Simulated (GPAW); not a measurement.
# Cl/Ni(100) in an electric field, part 2 of 2

How does Cl/Ni(100) screen a perpendicular field?

GPAW 26.7.0; GPAW, PAW setups; slab in vacuum, relaxation (the session's first sound run).

So far. Step 5 (In a field): The dipole is now -0.0235 e Å, against 0.011 in the run without a field.

## Step 8: In a field (continued)

The electrostatic potential energy of an electron (without an applied field's), less the Fermi level, planar mean by z:

```csv
z (Å),"electrostatic potential energy of an electron (without an applied field's), less the Fermi level, planar mean (eV)"
0.0,4.82
0.5,5.49
1.0,5.49
1.5,5.49
2.0,5.49
2.5,5.49
3.0,5.49
3.5,5.48
4.0,5.47
4.5,5.42
5.0,5.24
5.5,4.60
6.0,2.29
6.5,-5.56
7.0,-15.2
7.5,-6.15
8.0,-2.34
8.5,-12.2
9.0,-12.7
9.5,-2.63
10.0,-5.59
10.5,-15.8
11.0,-7.69
11.5,-2.58
12.0,-11.6
12.5,-13.6
13.0,-2.42
13.5,0.927
14.0,-7.13
14.5,-28.8
15.0,-9.86
15.5,1.59
16.0,3.71
16.5,4.08
17.0,4.14
17.5,4.15
18.0,4.15
18.5,4.15
19.0,4.15
19.5,4.15
20.0,4.15
20.5,4.15
21.0,4.15
21.5,4.53
```

The dipole is now 0.0457 e Å, against 0.011 in the run without a field.

## Step 9: In a field

run.py reads:

```python
import json
import numpy as np
from ase import Atoms
from gpaw import GPAW, PW
from gpaw.external import ConstantElectricField

slab = Atoms(
    ['Ni', 'Ni', 'Ni', 'Ni', 'Cl'],
    positions=[
        [1.24451, 1.24451, 7.00000],
        [0.00000, 0.00000, 8.76000],
        [1.24451, 1.24451, 10.54480],
        [0.00000, -0.00000, 12.29485],
        [0.00000, 0.00000, 14.53831]],
    cell=[[2.48902, 0.0, 0.0], [0.0, 2.48902, 0.0], [0.0, 0.0, 21.653]],
    pbc=[True, True, False],
    magmoms=[0.7, 0.7, 0.7, 0.7, 0.0])

slab.calc = GPAW(mode=PW(400), xc='PBE', kpts={'size': (13, 13, 1), 'gamma': True},
                 occupations={'name': 'fermi-dirac', 'width': 0.1}, nbands='160%',
                 convergence={'density': 1e-05}, maxiter=200,
                 poissonsolver={'dipolelayer': 'xy'},
                 external=ConstantElectricField(0.2, [0, 0, 1]),
                 symmetry={'tolerance': 1e-3}, txt='slab.txt')
result = {}
energy = slab.get_potential_energy()
fermi = slab.calc.get_fermi_level()
v = slab.calc.get_electrostatic_potential().mean((0, 1)) - fermi
n = slab.calc.get_pseudo_density().mean((0, 1))
L = slab.cell[2, 2]
z = np.arange(len(v)) * L / len(v)
low, high = slab.positions[:, 2].min(), slab.positions[:, 2].max()
below, above = np.interp([low - 4.8, high + 4.8], z, v)
slopes = [np.interp(x, z, np.gradient(v, z)) for x in (low - 4.8, high + 4.8)]
eps = np.array([[slab.calc.get_eigenvalues(k, s) for k in range(len(slab.calc.get_ibz_k_points()))]
                for s in range(slab.calc.get_number_of_spins())]) - fermi
top, bottom = eps[eps < 0].max(), eps[eps > 0].min()
dipole = slab.get_dipole_moment()[2]
print(f'energy {energy:.4f} eV, Fermi level {fermi:.4f} eV, dipole {dipole:.5f} e A')
print(f'potential 4.8 A off the faces, from the Fermi level: lower {below:.4f} eV, upper {above:.4f} eV')
print(f'slope of the potential there: lower {slopes[0]:.5f}, upper {slopes[1]:.5f} eV/A')
print(f'nearest levels on the mesh: {top:.4f} and {bottom:.4f} eV')
print('magnetic moment', round(slab.get_magnetic_moment(), 3))
result.update(energy=energy, fermi=fermi, dipole=dipole, below=below, above=above, slopes=slopes, edges=[top, bottom],
              z=z.tolist(), v=v.tolist(), n=n.tolist(), positions=slab.positions.tolist(),
              forces=slab.get_forces(apply_constraint=False).tolist(), moments=slab.get_magnetic_moments().tolist())
json.dump(result, open('result.json', 'w'))
```

Launch:

```
$ OMP_NUM_THREADS=1 OPENBLAS_NUM_THREADS=1 python run.py
```

What it wrote:

```text
energy -28.9528 eV, Fermi level 1.0399 eV, dipole 0.08018 e A
potential 4.8 A off the faces, from the Fermi level: lower 6.0312 eV, upper 3.6893 eV
slope of the potential there: lower -0.00070, upper 0.00014 eV/A
nearest levels on the mesh: -0.0119 and 0.0056 eV
magnetic moment 2.713
```

Wall time 33 min (1 thread of Arm Neoverse V1, shared host); peak memory 0.66 GiB.

The electrostatic potential energy of an electron (without an applied field's), less the Fermi level, planar mean oscillates, so the rows of the table below give means over windows of 1.89 Å about each position, cut where the curve ends. Its maxima inside the range that stand out by 2 % of the span (Å: eV): 1.0: 6.03, 7.9: -1.54, 9.6: -1.75, 11.4: -2.45, 13.4: 0.781. Its minima: 7.0: -14.9, 8.8: -15.5, 10.5: -15.7, 12.3: -16.0, 14.5: -29.4.

Table of electrostatic potential energy of an electron (without an applied field's), less the Fermi level, planar mean by z; means over each step:

```csv
z (Å),"electrostatic potential energy of an electron (without an applied field's), less the Fermi level, planar mean (eV)"
0.94,5.92
2.83,6.03
4.73,5.73
6.62,-5.51
8.51,-7.74
10.40,-8.01
12.29,-8.05
14.18,-11.7
16.07,2.22
17.96,3.69
19.85,3.69
```

The dipole is now 0.0802 e Å, against 0.011 in the run without a field.

## Step 10: Field on

Changes to run.py since step 9:

```diff
@@ -22,3 +22,3 @@
                  poissonsolver={'dipolelayer': 'xy'},
-                 external=ConstantElectricField(0.2, [0, 0, 1]),
+                 external=ConstantElectricField(0.3, [0, 0, 1]),
                  symmetry={'tolerance': 1e-3}, txt='slab.txt')
```

What it wrote:

```text
energy -28.9626 eV, Fermi level 1.0180 eV, dipole 0.11493 e A
potential 4.8 A off the faces, from the Fermi level: lower 6.5791 eV, upper 3.2223 eV
slope of the potential there: lower -0.00084, upper 0.00011 eV/A
nearest levels on the mesh: -0.0122 and 0.0063 eV
magnetic moment 2.712
```

Wall time 43 min (1 thread); peak memory 0.66 GiB.

The dipole is now 0.115 e Å, against 0.011 in the run without a field.

## Step 11: The series

The members are put on one axis.

This step: induced dipole against applied field (GPAW 26.7.0).

Table of dipole along the normal by field:

```csv
field (V/Å),dipole along the normal (e·Å)
-0.200,-0.0580
-0.100,-0.0235
-0.050,-0.00621
0.000,0.0110
0.050,0.0282
0.100,0.0457
0.200,0.0802
0.300,0.115
```

## Step 12: Outcome

| Item | Value |
| --- | --- |
| work function, upper and lower face | 4.623 and 4.945 eV |
| dipole along the normal | 0.0110 e Å |
| induced dipole per field | 0.346 e Å per V/Å |
| out-of-plane polarisability per area, α/(ε0 A) | 10.1 Å |

The field induces 0.346 e Å per V/Å, a polarisable thickness α/(ε0 A) of 10.1 Å beside 7.54 Å between the outermost nuclei. A perfect conductor would give the distance between its two image planes; a dielectric of thickness t gives t(1 - 1/ε). The two faces differ by 0.32 eV, the step that the slab's dipole makes (e p/(ε0 A) gives 0.32 eV), so the dipole layer is needed. The induced dipole is linear in the field over this range. The cell of 6.20 Å² holds one Cl, started on one chosen site; other sites and coverages weren't tried. One magnetic start was tried; another order may lie lower. The in-plane lattice was kept as typed, which isn't the functional's own and leaves some strain; spin-orbit coupling and temperature are left out.

[Logs are printed without paths, hosts, clocks, repeated set-up lines and the standing remarks that a program may print on its own settings, such as how far it seeks lower states.]

[Hosts, paths, dates, database ids (printed as entryN), source tags and the programs' standing remarks are cut or masked in the printed files.]
